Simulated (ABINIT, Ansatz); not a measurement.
# ZrSi3 (Pm-3m): zone-centre phonons, part 3 of 3

Aim: the zone-centre modes of ZrSi3 (Pm-3m).

ABINIT 10.8.3; DFT LDA, scalar-relativistic, plane waves, JTH PAW pseudopotentials.

So far. Step 2 (Relaxation): The volume changes by +0.4 % from the cell with which this run began. Step 4 (Zone-centre response): The acoustic modes at Γ come out as far as 3.1 cm⁻¹ from zero, where they should vanish, a small numerical error. The lowest optical mode is imaginary, 92i cm⁻¹, an instability at this level and on this k mesh. The relaxed cell has a = 3.934 Å (conventional setting).

The structure was built from a prototype and need not be the compound's stable phase.

**5. Modes with the sum rule**

anaddb reads the merged derivatives and imposes the acoustic sum rule.

The input, anaddb.abi:

```
ddb_filepath "gamma_DDB"
output_file "anaddb.abo"
outdata_prefix "anaddb"
asr 1
chneut 1
enunit 2
eivec 1
nph1l 1
qph1l 0.0 0.0 0.0 1.0
```

The input, mrgddb.in:

```
gamma_DDB
merged
1
dfpt_gammao_DDB
```

Command:

```
mrgddb < mrgddb.in > mrgddb.log
OMP_NUM_THREADS=1 anaddb anaddb.abi > anaddb.log
```

Numbers of over 12 decimals in the logs are rounded to 6 here.

anaddb.abo, the main output file:

```text
-outvars_anaddb: echo values of input variables ----------------------

 Miscellaneous information :
      enunit         2
       eivec         1
         asr         1
 First list of wavevector (reduced coord.) :
       nph1l         1
       qph1l
                     0.00000000E+00  0.00000000E+00  0.00000000E+00    1.000E+00

================================================================================

 read the DDB information and perform some checks

  ==== Info on the Cryst% object ====
 Real(R)+Recip(G) space primitive vectors, cartesian coordinates (Bohr,Bohr^-1):
 R(1)=  7.4349353  0.0000000  0.0000000  G(1)=  0.1345002  0.0000000  0.0000000
 R(2)=  0.0000000  7.4349353  0.0000000  G(2)=  0.0000000  0.1345002  0.0000000
 R(3)=  0.0000000  0.0000000  7.4349353  G(3)=  0.0000000  0.0000000  0.1345002
 Unit cell volume ucvol=  4.1099031E+02 bohr^3
 Angles (23,13,12)=  9.00000000E+01  9.00000000E+01  9.00000000E+01 degrees
 Time-reversal symmetry is present
 Reduced atomic positions [iatom, xred, symbol]:
    1)    0.0000000  0.0000000  0.0000000  Zr
    2)    0.0000000  0.5000000  0.5000000  Si
    3)    0.5000000  0.0000000  0.5000000  Si
    4)    0.5000000  0.5000000  0.0000000  Si

 DDB file with 1 blocks has been read.

================================================================================

 Treat the first list of vectors

  Phonon wavevector (reduced coordinates) :  0.00000  0.00000  0.00000
 Phonon energies in Hartree :
  -4.202096E-04 -4.202096E-04 -4.202096E-04  0.000000E+00  0.000000E+00
   0.000000E+00  1.168247E-03  1.168247E-03  1.168247E-03  1.289578E-03
   1.289578E-03  1.289578E-03
 Phonon energies in meV     :
- -1.143448E+01 -1.143448E+01 -1.143448E+01  0.000000E+00  0.000000E+00
-  0.000000E+00  3.178962E+01  3.178962E+01  3.178962E+01  3.509121E+01
-  3.509121E+01  3.509121E+01
 Phonon frequencies in cm-1    :
- -9.222534E+01 -9.222534E+01 -9.222534E+01  0.000000E+00  0.000000E+00
-  0.000000E+00  2.564006E+02  2.564006E+02  2.564006E+02  2.830297E+02
-  2.830297E+02  2.830297E+02
 Phonon frequencies in Thz     :
- -2.764846E+00 -2.764846E+00 -2.764846E+00  0.000000E+00  0.000000E+00
-  0.000000E+00  7.686695E+00  7.686695E+00  7.686695E+00  8.485017E+00
-  8.485017E+00  8.485017E+00
 Phonon energies in Kelvin  :
- -1.326917E+02 -1.326917E+02 -1.326917E+02  0.000000E+00  0.000000E+00
-  0.000000E+00  3.689032E+02  3.689032E+02  3.689032E+02  4.072166E+02
-  4.072166E+02  4.072166E+02

 Eigendisplacements
 (will be given, for each mode : in cartesian coordinates
   for each atom the real part of the displacement vector,
   then the imaginary part of the displacement vector - absolute values smaller than 1.0d-7 are set to zero)
  Mode number    1   Energy   -4.202096E-04
 Attention : low frequency mode.
   (Could be unstable or acoustic mode)
-  1  0.00000000E+00  0.00000000E+00 -1.06911218E-03
-     0.00000000E+00  0.00000000E+00  0.00000000E+00
-  2  0.00000000E+00  0.00000000E+00 -2.44882498E-04
-     0.00000000E+00  0.00000000E+00  0.00000000E+00
-  3  0.00000000E+00  0.00000000E+00 -2.44882498E-04
-     0.00000000E+00  0.00000000E+00  0.00000000E+00
-  4  0.00000000E+00  0.00000000E+00  3.96232263E-03
-     0.00000000E+00  0.00000000E+00  0.00000000E+00
  Mode number    2   Energy   -4.202096E-04
 Attention : low frequency mode.
   (Could be unstable or acoustic mode)
-  1  0.00000000E+00  1.06911218E-03  0.00000000E+00
-     0.00000000E+00  0.00000000E+00  0.00000000E+00
-  2  0.00000000E+00  2.44882497E-04  0.00000000E+00
-     0.00000000E+00  0.00000000E+00  0.00000000E+00
-  3  0.00000000E+00 -3.96232263E-03  0.00000000E+00
-     0.00000000E+00  0.00000000E+00  0.00000000E+00
-  4  0.00000000E+00  2.44882497E-04  0.00000000E+00
-     0.00000000E+00  0.00000000E+00  0.00000000E+00
  Mode number    3   Energy   -4.202096E-04
 Attention : low frequency mode.
   (Could be unstable or acoustic mode)
-  1  1.06911218E-03  0.00000000E+00  0.00000000E+00
-     0.00000000E+00  0.00000000E+00  0.00000000E+00
-  2 -3.96232263E-03  0.00000000E+00  0.00000000E+00
-     0.00000000E+00  0.00000000E+00  0.00000000E+00
-  3  2.44882497E-04  0.00000000E+00  0.00000000E+00
-     0.00000000E+00  0.00000000E+00  0.00000000E+00
-  4  2.44882497E-04  0.00000000E+00  0.00000000E+00
-     0.00000000E+00  0.00000000E+00  0.00000000E+00
  Mode number    4   Energy    0.000000E+00
 Attention : low frequency mode.
   (Could be unstable or acoustic mode)
-  1  0.00000000E+00  0.00000000E+00 -1.76809409E-03
-     0.00000000E+00  0.00000000E+00  0.00000000E+00
-  2  0.00000000E+00  0.00000000E+00 -1.76809453E-03
-     0.00000000E+00  0.00000000E+00  0.00000000E+00
-  3  0.00000000E+00  0.00000000E+00 -1.76809453E-03
-     0.00000000E+00  0.00000000E+00  0.00000000E+00
-  4  0.00000000E+00  0.00000000E+00 -1.76809689E-03
-     0.00000000E+00  0.00000000E+00  0.00000000E+00
  Mode number    5   Energy    0.000000E+00
 Attention : low frequency mode.
   (Could be unstable or acoustic mode)
-  1  0.00000000E+00 -1.76809409E-03  0.00000000E+00
-     0.00000000E+00  0.00000000E+00  0.00000000E+00
-  2  0.00000000E+00 -1.76809453E-03  0.00000000E+00
-     0.00000000E+00  0.00000000E+00  0.00000000E+00
-  3  0.00000000E+00 -1.76809689E-03  0.00000000E+00
-     0.00000000E+00  0.00000000E+00  0.00000000E+00
-  4  0.00000000E+00 -1.76809453E-03  0.00000000E+00
-     0.00000000E+00  0.00000000E+00  0.00000000E+00
  Mode number    6   Energy    0.000000E+00
 Attention : low frequency mode.
   (Could be unstable or acoustic mode)
-  1  1.76809409E-03  0.00000000E+00  0.00000000E+00
-     0.00000000E+00  0.00000000E+00  0.00000000E+00
-  2  1.76809689E-03  0.00000000E+00  0.00000000E+00
-     0.00000000E+00  0.00000000E+00  0.00000000E+00
-  3  1.76809453E-03  0.00000000E+00  0.00000000E+00
-     0.00000000E+00  0.00000000E+00  0.00000000E+00
-  4  1.76809453E-03  0.00000000E+00  0.00000000E+00
-     0.00000000E+00  0.00000000E+00  0.00000000E+00
  Mode number    7   Energy    1.168247E-03
-  1  0.00000000E+00  0.00000000E+00  0.00000000E+00
-     0.00000000E+00  0.00000000E+00  0.00000000E+00
-  2  0.00000000E+00  0.00000000E+00 -3.12509966E-03
-     0.00000000E+00  0.00000000E+00  0.00000000E+00
-  3  0.00000000E+00  0.00000000E+00  3.12509966E-03
-     0.00000000E+00  0.00000000E+00  0.00000000E+00
-  4  0.00000000E+00  0.00000000E+00  0.00000000E+00
-     0.00000000E+00  0.00000000E+00  0.00000000E+00
  Mode number    8   Energy    1.168247E-03
-  1  0.00000000E+00  0.00000000E+00  0.00000000E+00
-     0.00000000E+00  0.00000000E+00  0.00000000E+00
-  2  0.00000000E+00  3.12509966E-03  0.00000000E+00
-     0.00000000E+00  0.00000000E+00  0.00000000E+00
-  3  0.00000000E+00  0.00000000E+00  0.00000000E+00
-     0.00000000E+00  0.00000000E+00  0.00000000E+00
-  4  0.00000000E+00 -3.12509966E-03  0.00000000E+00
-     0.00000000E+00  0.00000000E+00  0.00000000E+00
  Mode number    9   Energy    1.168247E-03
-  1  0.00000000E+00  0.00000000E+00  0.00000000E+00
-     0.00000000E+00  0.00000000E+00  0.00000000E+00
-  2  0.00000000E+00  0.00000000E+00  0.00000000E+00
-     0.00000000E+00  0.00000000E+00  0.00000000E+00
-  3  3.12509966E-03  0.00000000E+00  0.00000000E+00
-     0.00000000E+00  0.00000000E+00  0.00000000E+00
-  4 -3.12509966E-03  0.00000000E+00  0.00000000E+00
-     0.00000000E+00  0.00000000E+00  0.00000000E+00
  Mode number   10   Energy    1.289578E-03
-  1  0.00000000E+00  0.00000000E+00 -1.32075375E-03
-     0.00000000E+00  0.00000000E+00  0.00000000E+00
-  2  0.00000000E+00  1.11189932E-07  2.56517488E-03
-     0.00000000E+00  0.00000000E+00  0.00000000E+00
-  3  0.00000000E+00  0.00000000E+00  2.56517488E-03
-     0.00000000E+00  0.00000000E+00  0.00000000E+00
-  4  0.00000000E+00  1.11189932E-07 -8.40433527E-04
-     0.00000000E+00  0.00000000E+00  0.00000000E+00
  Mode number   11   Energy    1.289578E-03
-  1  0.00000000E+00  1.32075375E-03  0.00000000E+00
-     0.00000000E+00  0.00000000E+00  0.00000000E+00
-  2  0.00000000E+00 -2.56517488E-03  1.11189930E-07
-     0.00000000E+00  0.00000000E+00  0.00000000E+00
-  3  0.00000000E+00  8.40433527E-04  1.11189930E-07
-     0.00000000E+00  0.00000000E+00  0.00000000E+00
-  4  0.00000000E+00 -2.56517488E-03  0.00000000E+00
-     0.00000000E+00  0.00000000E+00  0.00000000E+00
  Mode number   12   Energy    1.289578E-03
-  1  1.32075376E-03  0.00000000E+00  0.00000000E+00
-     0.00000000E+00  0.00000000E+00  0.00000000E+00
-  2  8.40433528E-04  0.00000000E+00  0.00000000E+00
-     0.00000000E+00  0.00000000E+00  0.00000000E+00
-  3 -2.56517488E-03  0.00000000E+00  0.00000000E+00
-     0.00000000E+00  0.00000000E+00  0.00000000E+00
-  4 -2.56517488E-03  0.00000000E+00  0.00000000E+00
-     0.00000000E+00  0.00000000E+00  0.00000000E+00

 Analysis of degeneracies and characters (maximum tolerance=1.00E-06 a.u.)
 For each vibration mode, or group of modes if degenerate,
 the characters are given for each symmetry operation (see the list in the log file).
 Symmetry characters of vibration mode #   1
       degenerate with vibration modes #   2 to    3
  3.0 -3.0 -1.0  1.0 -1.0  1.0 -1.0  1.0  1.0 -1.0 -1.0  1.0  1.0 -1.0 -1.0  1.0
 -0.0  0.0 -0.0  0.0  0.0 -0.0  0.0 -0.0  1.0 -1.0 -1.0  1.0 -1.0  1.0  1.0 -1.0
 -0.0  0.0  0.0 -0.0  0.0 -0.0 -0.0  0.0  1.0 -1.0  1.0 -1.0 -1.0  1.0 -1.0  1.0
 Symmetry characters of vibration mode #   4
       degenerate with vibration modes #   5 to    6
  3.0 -3.0 -1.0  1.0 -1.0  1.0 -1.0  1.0  1.0 -1.0 -1.0  1.0  1.0 -1.0 -1.0  1.0
  0.0 -0.0 -0.0  0.0 -0.0  0.0  0.0 -0.0  1.0 -1.0 -1.0  1.0 -1.0  1.0  1.0 -1.0
  0.0 -0.0 -0.0  0.0  0.0 -0.0 -0.0  0.0  1.0 -1.0  1.0 -1.0 -1.0  1.0 -1.0  1.0
 Symmetry characters of vibration mode #   7
       degenerate with vibration modes #   8 to    9
  3.0 -3.0 -1.0  1.0 -1.0  1.0 -1.0  1.0 -1.0  1.0  1.0 -1.0 -1.0  1.0  1.0 -1.0
  0.0 -0.0 -0.0  0.0 -0.0  0.0  0.0 -0.0 -1.0  1.0  1.0 -1.0  1.0 -1.0 -1.0  1.0
  0.0 -0.0 -0.0  0.0  0.0 -0.0 -0.0  0.0 -1.0  1.0 -1.0  1.0  1.0 -1.0  1.0 -1.0
 Symmetry characters of vibration mode #  10
       degenerate with vibration modes #  11 to   12
  3.0 -3.0 -1.0  1.0 -1.0  1.0 -1.0  1.0  1.0 -1.0 -1.0  1.0  1.0 -1.0 -1.0  1.0
 -0.0  0.0  0.0 -0.0 -0.0  0.0  0.0 -0.0  1.0 -1.0 -1.0  1.0 -1.0  1.0  1.0 -1.0
 -0.0  0.0 -0.0  0.0  0.0 -0.0  0.0 -0.0  1.0 -1.0  1.0 -1.0 -1.0  1.0 -1.0  1.0
-
```

It took 0.49 s on 1 thread of Arm Neoverse V1, shared host.

This step gave:

```yaml
lowest_optical_zone_centre_mode: -92.23 cm⁻¹
```

No LO-TO term; unit eigenvectors of the mass-weighted matrix, from anaddb's displacements. Modes at Γ, with each element's share of the kinetic energy (negative means imaginary):

```
mode  frequency (cm⁻¹)  symmetry  Zr %  Si %
   1             -92.2       T1u    19    81
   2             -92.2       T1u    19    81
   3             -92.2       T1u    19    81
   4               0.0  acoustic    52    48
   5               0.0  acoustic    52    48
   6               0.0  acoustic    52    48
   7             256.4       T2u     0   100
   8             256.4       T2u     0   100
   9             256.4       T2u     0   100
  10             283.0       T1u    29    71
  11             283.0       T1u    29    71
  12             283.0       T1u    29    71
```

Displacements in mode 1 (-92.2 cm⁻¹), the largest set to 1:
```
Zr1  0.00  0.00 -0.27
Si2  0.00  0.00 -0.06
Si3  0.00  0.00 -0.06
Si4  0.00  0.00  1.00
```

Displacements in mode 10 (283.0 cm⁻¹), the largest set to 1:
```
Zr1  0.00  0.00 -0.51
Si2  0.00  0.00  1.00
Si3  0.00  0.00  1.00
Si4  0.00  0.00 -0.33
```

The rule moves no optical mode by more than 0.1 cm⁻¹.

**6. A second program**

The same cell goes through another code, with its own cutoff. The potentials differ.

This step: DFT LDA, scalar-relativistic, plane waves, PAW (Ansatz 0.2.0).

The input, input.yaml:

```yaml
crystal:
  lattice:
    - [3.9343983309, 0.0, 0.0]
    - [0.0, 3.9343983309, 0.0]
    - [0.0, 0.0, 3.9343983309]
  atoms:
    - { symbol: Zr, position: [0.0, 0.0, 0.0] }
    - { symbol: Si, position: [0.0, 0.5, 0.5] }
    - { symbol: Si, position: [0.5, 0.0, 0.5] }
    - { symbol: Si, position: [0.5, 0.5, 0.0] }
kpoints:
  mp_grid: { grid: [8, 8, 8] }
hamiltonian:
  xc: lda
scf:
  occupations: { method: fermi_dirac, width: 0.27211 }
output:
  eigenvalues: true
phonons:
  method: dfpt
```

Command:

```
ansatz run input.yaml --threads 4 --pin off --max-ram 8192MiB --backend cpu --events-out ev --progress --plain --runs-dir out
```

Log:

```text
band count auto-derived: 17 (N_el = 24.0; filled up to band 12; 16 by the electrons, moments and atoms)
zone centre: on kpoints.mp_grid the ground state, and the responses unless they are solved on pairs of k-points, stand on 125 of the mesh's 512 k-points, reduced under 8 symmetry operations, with k and −k counted as one. Each operation leaves every solved displacement unchanged or reverses it
Engine: ansatz 0.2.0, aarch64-unknown-linux-gnu
Pseudopotentials: kind: paw
Pseudopotential: Zr, paw, valence charge 12, recommended cutoff 420 eV (normal), Zr.paw.azcp
Pseudopotential: Si, paw, valence charge 4, recommended cutoff 420 eV (normal), Si.paw.azcp
Functional definition: SPW92
  exchange = slater_x
  correlation = pw_c
Crystal: 4 atoms, lattice volume = 60.902 Å³
Basis set: ecut = 420 eV, 1213 PW (Γ), exchange–correlation on 54×54×54 points (8 copies of the dense FFT grid, shifted against one another)
Bands: 17, of which v1, the nominal top of the filled ones, is band 12 counted from 1 (11 counted from 0)
Symmetry: 48 space group operations
k-points: 125 of 512 (irreducible under 8 space group operations)
Non-local potential: Zr, projectors of the file, l = 0: 3, l = 1: 2, l = 2: 2, l = 3: 2
Non-local potential: Si, projectors of the file, l = 0: 2, l = 1: 2, l = 2: 2
PAW form: soft (Blöchl's): semilocal exchange-correlation on the pseudo side does not see the compensation charge
PAW frozen core: Zr, regenerated for the run's functional, and the local potential with it (the file was generated under x = pbe(κ = 0.804, μ = 0.219515), c = pbe(β = 0.066725))
PAW frozen core: Si, regenerated for the run's functional, and the local potential with it (the file was generated under x = pbe(κ = 0.804, μ = 0.219515), c = pbe(β = 0.066725))
PAW one-centre angular grid: Zr, 590 points (default); XC on 64 Gauss nodes
PAW one-centre angular grid: Si, 110 points (default); XC on 64 Gauss nodes
Initial density: superposition of atomic densities (neutral atoms: chi_scale 0, normalization atom), corrected by the library's trained network
Initial wavefunctions: pseudopotential atomic-orbital guess
Functional: x = slater, c = lda
SCF iter   1: F=—  HF=-5904.578889 eV  |F-HF|=—  |Δ(HF+E_count)|=         —  Δρ=5.81e-3  dr2=2.03e-2  ethr=1.77e-3  ⟨swp⟩=5.7  Hψ=25787  notcnv=0
automatic band count: the SCF goes on with 22 bands, as 17 were too few: they end inside the smearing window of the response
preconditioner: auto → Kerker (q_TF=auto, 2.336 Å⁻¹)  [metal: Δε(μ)=0.018 eV  Ē_g=9.201 eV  σ=0.272 eV  W_gap=0.02  n_scr=18 (ndim 8)  ℏωp=19.0 eV  f_vac=0.000  D(μ)=1.89/eV (n_scr^D=18)]
SCF iter   2: F=—  HF=-5904.574963 eV  |F-HF|=—  |Δ(HF+E_count)|=   3.93e-3  Δρ=3.41e-3  dr2=7.39e-3  ethr=8.44e-5  ⟨swp⟩=1.0  Hψ=3750  notcnv=0
SCF iter   3: F=—  HF=-5904.572619 eV  |F-HF|=—  |Δ(HF+E_count)|=   2.34e-3  Δρ=3.66e-4  dr2=7.55e-5  ethr=3.08e-5  ⟨swp⟩=2.7  Hψ=4193  notcnv=0
SCF iter   4: F=—  HF=-5904.572596 eV  |F-HF|=—  |Δ(HF+E_count)|=   2.38e-5  Δρ=9.64e-5  dr2=4.04e-6  ethr=3.15e-7  ⟨swp⟩=2.1  Hψ=3894  notcnv=0
SCF iter   5: F=—  HF=-5904.572597 eV  |F-HF|=—  |Δ(HF+E_count)|=   1.16e-6  Δρ=1.70e-5  dr2=1.64e-7  ethr=1.69e-8  ⟨swp⟩=1.0  Hψ=2779  notcnv=0
SCF iter   6: F=—  HF=-5904.572596 eV  |F-HF|=—  |Δ(HF+E_count)|=   1.09e-6  Δρ=2.53e-6  dr2=3.19e-9  ethr=6.85e-10  ⟨swp⟩=2.0  Hψ=3700  notcnv=0
SCF iter   7: F=—  HF=-5904.572596 eV  |F-HF|=—  |Δ(HF+E_count)|=  4.12e-10  Δρ=2.59e-7  dr2=3.18e-11  ethr=1.33e-11  ⟨swp⟩=2.2  Hψ=3961  notcnv=0
SCF iter   8: F=-5904.572596 eV  HF=-5904.572596 eV  |F-HF|=1.82e-12  |Δ(HF+E_count)|=  7.28e-12  Δρ=4.21e-8  dr2=1.13e-12  ethr=1.00e-12  ⟨swp⟩=5.1  Hψ=9472  notcnv=0
SCF 1 converged in 8 iterations: F = -5904.572596 eV  dr2 = 1.13e-12
  greatest PAW one-centre occupation: 0.997 electrons in one spin orbital (limit 2), on the Zr atom at site 0 (counted from 0), in its partial waves of l = 0
DFPT response loops at Γ: preconditioner auto → Kerker (q_TF=auto, 2.336 Å⁻¹) (partly filled bands, converged f_vac=0.000); β = 1.00, the filter's whole step (`scf.mixing.beta` (0.50) is not read by the response loops under this deck's `scf.mixing.preconditioner`; to damp them name `kerker` or `kerker_dos`, under which they read `scf.mixing.beta`, and type it under 1.00, their step now; both keys bind the ground state too); Broyden in place of MSR1
SCF converged after 8 iterations
Free energy (F): -5904.572596 eV
Harris-Foulkes:  -5904.572596 eV  (|F-HF|=1.82e-12)
Internal energy: -5904.098813 eV  (E = F + TS)
E sigma→0 (E₀):  -5904.335704 eV
Entropy (-TS):   -0.473783 eV (-118.446 meV/atom)
Fermi energy:    13.252633 eV
--- Per-component energies (eV) ---
  E_band       = -27.114324
  E_kinetic    = 464.240321
  E_local      = -754.288457  (includes V_loc(G=0)·N_el)
  E_nonlocal   = 163.972078
  E_hartree    = 264.820923
  E_xc         = -330.629289
  E_vxc        = -339.433046  (∫ρ·V_xc dr)
  E_paw        = -4306.600100  (= ΣΔE_a)
  E_vpaw       = -91.247093  (= ΣTr[D̂ρ^β])
  E_aug_tail   = 0.000041  (compensation charges beyond the density's cutoff)
  E_ewald      = -1406.237723
  E_core_change = 0.623393  (= ΣΔE_core)
  E_smearing   = -0.473783  (= −TS)
  E_closure    = 0.000000  (closes the sum)
  Σ components = -5904.572596   (vs F -5904.572596, Δ=0.00e0)
--- Band table (eV; the first three rows and the last of 125) ---
  k-point 0: bands = [... 8 lower, 9.1781, 9.1781, 13.0010, 13.0010, 13.0010, 13.7800, 15.3940, 15.3940, ... 6 higher]
  k-point 1: bands = [... 8 lower, 9.1352, 9.6645, 12.7209, 12.7209, 13.0639, 13.8025, 14.3164, 16.0445, ... 6 higher]
  k-point 2: bands = [... 8 lower, 9.0141, 10.6225, 12.1439, 12.4005, 12.4005, 13.2267, 15.1929, 16.7559, ... 6 higher]
  k-point 124: bands = [... 8 lower, 8.5242, 8.5242, 8.5242, 13.8483, 15.0504, 15.0504, 16.8900, 16.8900, ... 6 higher]
--- Phonons (Γ-DFPT): 3 representative perturbations + reference, on 125 of 512 k-points (Σ response iterations 9) ---
  k mesh reduced under 8 symmetry operations, with k and −k counted as one. Each operation leaves every solved displacement unchanged or reverses it
  ASR residual: 1.324e-3 → 0.000e0 eV/Å²; symmetrization residual: 2.357e-6 eV/Å²
  ASR residual per site (eV/Å²): 1.32e-3 4.92e-5 4.92e-5 4.92e-5
  Γ frequencies (cm⁻¹): -92.72 -92.72 -92.72 0.00 0.00 0.00 256.11 256.11 256.11 283.00 283.00 283.00
  non-analytic LO–TO correction: not included (Born effective charges unavailable; polar crystals: no LO–TO splitting at Γ)
```

The job ended after 17 s (4 threads; peak memory 0.77 GiB).

This step gave:

* sum-rule residual before enforcement: 0.001324 eV/Å²
* highest optical zone-centre mode (no LO-TO term): 283 cm⁻¹
* lowest optical zone-centre mode: -92.72 cm⁻¹

**7. Side by side: ABINIT JTH and Ansatz, PAW**

Worked out from the results:

- root-mean-square difference: 0.33 cm⁻¹
- largest difference: 0.49 cm⁻¹

Frequencies side by side, by row:

```
q (reciprocal lattice)  mode  ABINIT JTH (cm⁻¹)  Ansatz, PAW (cm⁻¹)
                 0 0 0     1             -92.23              -92.72
                 0 0 0     2             -92.23              -92.72
                 0 0 0     3             -92.23              -92.72
                 0 0 0     4                  0                   0
                 0 0 0     5                  0                   0
                 0 0 0     6                  0                   0
                 0 0 0     7              256.4               256.1
                 0 0 0     8              256.4               256.1
                 0 0 0     9              256.4               256.1
                 0 0 0    10                283                 283
                 0 0 0    11                283                 283
                 0 0 0    12                283                 283
```

At the zone centre the largest difference (acoustic modes at Γ apart) is 0.2 % of the highest mode.

**8. Summary of results**

```
space group after relaxation                                           : Pm-3m
volume per atom                                                        : 15.2 Å³
highest optical zone-centre mode (no LO-TO term)                       : 283.0 cm⁻¹
lowest optical zone-centre mode                                        : -92.2 cm⁻¹
imaginary optical modes at the zone centre (no q mesh in this session) : yes
largest difference from Ansatz, PAW                                    : 0.49 cm⁻¹
```

At the LDA level the optical modes of ZrSi3 (Pm-3m) at the zone centre run from 92i to 283 cm⁻¹, so the structure is a saddle point, with 3 modes beyond 10i cm⁻¹ there. ABINIT JTH and Ansatz, PAW agree to 0.49 cm⁻¹ (0.2 % of the highest mode compared) on all solved modes but the acoustic ones at Γ, without the LO-TO term. These are harmonic frequencies: anharmonic shifts and widths and the lattice's thermal expansion are left out. The Fermi-Dirac smearing of 0.01 Ha is an electronic temperature of 3158 K, which adds a pressure of its own and can shift the volume and soft modes. In a metal the frequencies hang on the k mesh and the smearing, most of all near Kohn anomalies. The structure is a hypothetical one, built on a prototype.

[Host names and launcher messages were left out of these logs when they were recorded.]

[Logs are printed without paths, hosts, clocks, repeated set-up lines and the standing remarks that a program may print on its own settings, such as how far it seeks lower states.]

[Hosts, paths, dates, database ids (printed as entryN), source tags and the programs' standing remarks are cut or masked in the printed files.]
